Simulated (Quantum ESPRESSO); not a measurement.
# CdF2 (Fm-3m): how pressure shifts the optical phonon

Aim: the Grüneisen parameter and the pressure coefficient of an optical mode of CdF2 (Fm-3m).

Program: Quantum ESPRESSO 7.5. Level of theory: DFT LDA, scalar-relativistic, plane waves, PseudoDojo norm-conserving pseudopotentials. Results are calculated unless marked as measured.

## 1. Set-up

The structure is cubic, space group Fm-3m (No. 225). Conventional cell: a = 5.298 Å, b = 5.298 Å, c = 5.298 Å, α = 90.00°, β = 90.00°, γ = 90.00°. Nearest to Cd lie 8 F at 2.29 Å. Nearest to F lie 4 Cd at 2.29 Å. Farther neighbours and most contacts between anions are not listed.

Structure file:

```cif
data_structure
_symmetry_space_group_name_H-M 'P 1'
_symmetry_Int_Tables_number 1
_cell_length_a 3.7462
_cell_length_b 3.7462
_cell_length_c 3.7462
_cell_angle_alpha 60.000
_cell_angle_beta 60.000
_cell_angle_gamma 60.000
_cell_volume 37.18
loop_
_atom_site_label
_atom_site_type_symbol
_atom_site_fract_x
_atom_site_fract_y
_atom_site_fract_z
_atom_site_occupancy
Cd1 Cd 0.00000 0.00000 0.00000 1
F2 F 0.75000 0.75000 0.75000 1
F3 F 0.25000 0.25000 0.25000 1
```

This is the cell after its relaxation at this level of theory, not the database cell from which that began.

## 2. Runs at several volumes

The relaxed cell is scaled uniformly; in this structure symmetry fixes all atoms, so nothing has to be relaxed anew. Each volume gets a ground state and a response at Γ. The mode followed is the highest one without the macroscopic field, of symmetry T2g; longitudinal polar modes lie higher. Cutoff 112 Ry, k mesh 8×8×8.

From the response at V/V₀ = 0.94:

Log:

```text
[banners, grids, parts of the stress and lines that vanish by symmetry left out]
Program PHONON v.7.5
     Reading xml data from directory:

[...]
Exchange-correlation= PW
                           (   1   4   0   0   0   0   0)
[...]
kinetic-energy cut-off    =     112.0000  Ry
     charge density cut-off    =     448.0000  Ry
     convergence threshold     =      1.0E-18
[...]
Exchange-correlation= PW
                           (   1   4   0   0   0   0   0)
[...]
q = (   0.0000000   0.0000000   0.0000000 )
     49 Sym.Ops. (with q -> -q+G )
     G cutoff = 1091.4905  (  37917 G-vectors)     FFT grid: ( 48, 48, 48)
     number of k points=    29
[...]
Mode symmetry, O_h (m-3m)  point group:
[...]
Dielectric constant
[...]
End of electric fields calculation
          Dielectric constant in cartesian axis
          (       2.906357359      -0.000000000      -0.000000000 )
          (      -0.000000000       2.906357359       0.000000000 )
          (      -0.000000000       0.000000000       2.906357359 )
          Effective charges (d Force / dE) in cartesian axis without acoustic sum rule applied (asr)
           atom    1  Cd    Mean Z*:        2.43873
      Ex  (        2.43873        0.00000        0.00000 )
      Ey  (        0.00000        2.43873       -0.00000 )
      Ez  (        0.00000       -0.00000        2.43873 )
           atom    2  F     Mean Z*:       -1.21902
      Ex  (       -1.21902       -0.00000       -0.00000 )
      Ey  (       -0.00000       -1.21902        0.00000 )
      Ez  (        0.00000        0.00000       -1.21902 )
           atom    3  F     Mean Z*:       -1.21902
      Ex  (       -1.21902        0.00000        0.00000 )
      Ey  (        0.00000       -1.21902        0.00000 )
      Ez  (        0.00000        0.00000       -1.21902 )
          Effective charges Sum: Mean:        0.00068
[...]
Effective charges (d Force / dE) in cartesian axis with asr applied:
           atom    1  Cd    Mean Z*:        2.43850
[...]
atom    2  F     Mean Z*:       -1.21925
[...]
atom    3  F     Mean Z*:       -1.21925
[...]
Representation #   1 modes #   1   2   3
[...]
End of self-consistent calculation
     Convergence has been achieved
     Representation #   2 modes #   4   5   6
[...]
End of self-consistent calculation
     Convergence has been achieved
     Representation #   3 modes #   7   8   9
[...]
End of self-consistent calculation
     Convergence has been achieved
[...]
Dielectric constant in cartesian axis
          (       2.906357359      -0.000000000      -0.000000000 )
          (      -0.000000000       2.906357359       0.000000000 )
          (      -0.000000000       0.000000000       2.906357359 )
          Effective charges (d Force / dE) in cartesian axis without acoustic sum rule applied (asr)
           atom    1  Cd    Mean Z*:        2.43873
      Ex  (        2.43873        0.00000        0.00000 )
      Ey  (        0.00000        2.43873       -0.00000 )
      Ez  (        0.00000       -0.00000        2.43873 )
           atom    2  F     Mean Z*:       -1.21902
      Ex  (       -1.21902       -0.00000       -0.00000 )
      Ey  (       -0.00000       -1.21902        0.00000 )
      Ez  (        0.00000        0.00000       -1.21902 )
           atom    3  F     Mean Z*:       -1.21902
      Ex  (       -1.21902        0.00000        0.00000 )
      Ey  (        0.00000       -1.21902        0.00000 )
      Ez  (        0.00000        0.00000       -1.21902 )
          Effective charges Sum: Mean:        0.00068
[...]
Effective charges (d Force / dE) in cartesian axis with asr applied:
           atom    1  Cd    Mean Z*:        2.43850
[...]
atom    2  F     Mean Z*:       -1.21925
[...]
atom    3  F     Mean Z*:       -1.21925
[...]
q = (    0.000000000   0.000000000   0.000000000 )
[...]
freq (    1) =      -0.033499 [THz] =      -1.117410 [cm-1]
     freq (    2) =      -0.033499 [THz] =      -1.117410 [cm-1]
     freq (    3) =      -0.033499 [THz] =      -1.117410 [cm-1]
     freq (    4) =       8.429935 [THz] =     281.192372 [cm-1]
     freq (    5) =       8.429935 [THz] =     281.192372 [cm-1]
     freq (    6) =       8.429935 [THz] =     281.192372 [cm-1]
     freq (    7) =      10.691378 [THz] =     356.625992 [cm-1]
     freq (    8) =      10.691378 [THz] =     356.625992 [cm-1]
     freq (    9) =      10.691378 [THz] =     356.625992 [cm-1]
[...]
Mode symmetry, O_h (m-3m)  point group:
     freq (   1-   3) =         -1.1  [cm-1]   --> T_1u G_15  G_4- I
     freq (   4-   6) =        281.2  [cm-1]   --> T_1u G_15  G_4- I
     freq (   7-   9) =        356.6  [cm-1]   --> T_2g G_25' G_5+ R

   JOB DONE.
```

One volume, V/V₀ = 0.97, is held back as a test.

| V/V₀ | volume (Å³/atom) | pressure (GPa) | ω (cm⁻¹) |
| --- | --- | --- | --- |
| 0.94 | 11.649 | 9.12 | 356.63 |
| 0.97 | 12.020 | 4.17 | held back |
| 1 | 12.392 | 0.01 | 318.74 |
| 1.03 | 12.764 | -3.48 | 301.50 |
| 1.06 | 13.136 | -6.41 | 285.20 |

## 3. The fit

The mode Grüneisen parameter is γ = −d ln ω / d ln V.

| ln(V/V₀) | ln ω |
| --- | --- |
| -0.0619 | 5.8767 |
| 0.0000 | 5.7644 |
| 0.0296 | 5.7088 |
| 0.0583 | 5.6532 |

A straight line through these points has the slope -1.856, so γ = 1.86; at V/V₀ = 0.97 it predicts ω = exp(5.7628 + 0.0565) = 336.75 cm⁻¹.

A parabola of pressure against ln V through V/V₀ = 0.97, 1 and 1.03 gives the bulk modulus B = −dP/d ln V = 127 GPa at V₀. With ω₀ from the fitted line the pressure coefficient follows as dω/dP = γ ω₀ / B = 1.86 × 318.2 / 127 = 4.64 cm⁻¹/GPa.

## 4. The run that was held back

Log:

```text
[banners, grids, parts of the stress and lines that vanish by symmetry left out]
[banner, memory and clock lines left out]
Program PHONON v.7.5

[...]
Exchange-correlation= PW
                           (   1   4   0   0   0   0   0)
[...]
kinetic-energy cut-off    =     112.0000  Ry
     charge density cut-off    =     448.0000  Ry
     convergence threshold     =      1.0E-18
[...]
Exchange-correlation= PW
                           (   1   4   0   0   0   0   0)
[...]
q = (   0.0000000   0.0000000   0.0000000 )
     49 Sym.Ops. (with q -> -q+G )
     G cutoff = 1114.5919  (  38949 G-vectors)     FFT grid: ( 48, 48, 48)
     number of k points=    29
[...]
Mode symmetry, O_h (m-3m)  point group:
[...]
Dielectric constant
[...]
End of electric fields calculation
          Dielectric constant in cartesian axis
          (       2.910694155      -0.000000000       0.000000000 )
          (      -0.000000000       2.910694155       0.000000000 )
          (       0.000000000       0.000000000       2.910694155 )
          Effective charges (d Force / dE) in cartesian axis without acoustic sum rule applied (asr)
           atom    1  Cd    Mean Z*:        2.44552
      Ex  (        2.44552        0.00000        0.00000 )
      Ey  (        0.00000        2.44552       -0.00000 )
      Ez  (        0.00000       -0.00000        2.44552 )
           atom    2  F     Mean Z*:       -1.22241
      Ex  (       -1.22241       -0.00000       -0.00000 )
      Ey  (       -0.00000       -1.22241       -0.00000 )
      Ez  (       -0.00000       -0.00000       -1.22241 )
[...]
(       0.000000000       0.000000000       2.910694155 )
          Effective charges (d Force / dE) in cartesian axis without acoustic sum rule applied (asr)
           atom    1  Cd    Mean Z*:        2.44552
      Ex  (        2.44552        0.00000        0.00000 )
      Ey  (        0.00000        2.44552       -0.00000 )
      Ez  (        0.00000       -0.00000        2.44552 )
           atom    2  F     Mean Z*:       -1.22241
      Ex  (       -1.22241       -0.00000       -0.00000 )
      Ey  (       -0.00000       -1.22241       -0.00000 )
      Ez  (       -0.00000       -0.00000       -1.22241 )
           atom    3  F     Mean Z*:       -1.22241
      Ex  (       -1.22241        0.00000        0.00000 )
      Ey  (        0.00000       -1.22241        0.00000 )
      Ez  (        0.00000        0.00000       -1.22241 )
          Effective charges Sum: Mean:        0.00069
[...]
Effective charges (d Force / dE) in cartesian axis with asr applied:
           atom    1  Cd    Mean Z*:        2.44529
[...]
atom    2  F     Mean Z*:       -1.22264
[...]
atom    3  F     Mean Z*:       -1.22264
[...]
q = (    0.000000000   0.000000000   0.000000000 )
[...]
freq (    1) =      -0.038123 [THz] =      -1.271649 [cm-1]
     freq (    2) =      -0.038123 [THz] =      -1.271649 [cm-1]
     freq (    3) =      -0.038123 [THz] =      -1.271649 [cm-1]
     freq (    4) =       7.772894 [THz] =     259.275838 [cm-1]
     freq (    5) =       7.772894 [THz] =     259.275838 [cm-1]
     freq (    6) =       7.772894 [THz] =     259.275838 [cm-1]
     freq (    7) =      10.105798 [THz] =     337.093139 [cm-1]
     freq (    8) =      10.105798 [THz] =     337.093139 [cm-1]
     freq (    9) =      10.105798 [THz] =     337.093139 [cm-1]
[...]
Mode symmetry, O_h (m-3m)  point group:
     freq (   1-   3) =         -1.3  [cm-1]   --> T_1u G_15  G_4- I
     freq (   4-   6) =        259.3  [cm-1]   --> T_1u G_15  G_4- I
     freq (   7-   9) =        337.1  [cm-1]   --> T_2g G_25' G_5+ R
```

It gives 337.09 cm⁻¹ against the predicted 336.75 cm⁻¹, a miss of 0.3 cm⁻¹.

## 5. Outcome

```json
{"mode Grüneisen parameter": "1.856", "bulk modulus": "127 GPa", "pressure coefficient": "4.64 cm⁻¹/GPa"}
```

**Reading.** The highest optical mode of CdF2 (Fm-3m) without the LO-TO term stiffens by 4.64 cm⁻¹ a GPa near the relaxed volume, with γ = 1.86. The power law meets all 5 runs within 0.16 %; between neighbouring volumes γ runs from 1.79 to 1.94. Such a coefficient turns a measured shift of this mode into a hydrostatic stress; uniaxial or biaxial stress splits the mode and needs deformation potentials. These are harmonic values at zero temperature for the structure held cubic, which a run at Γ can't show to be stable; the bulk modulus rests on three points.

[Host names and launcher messages were left out of these logs when they were recorded.]

[Logs are printed without paths, hosts, clocks, repeated set-up lines and the standing remarks that a program may print on its own settings, such as how far it seeks lower states.]

[Hosts, paths, dates, database ids (printed as entryN), source tags and the programs' standing remarks are cut or masked in the printed files.]
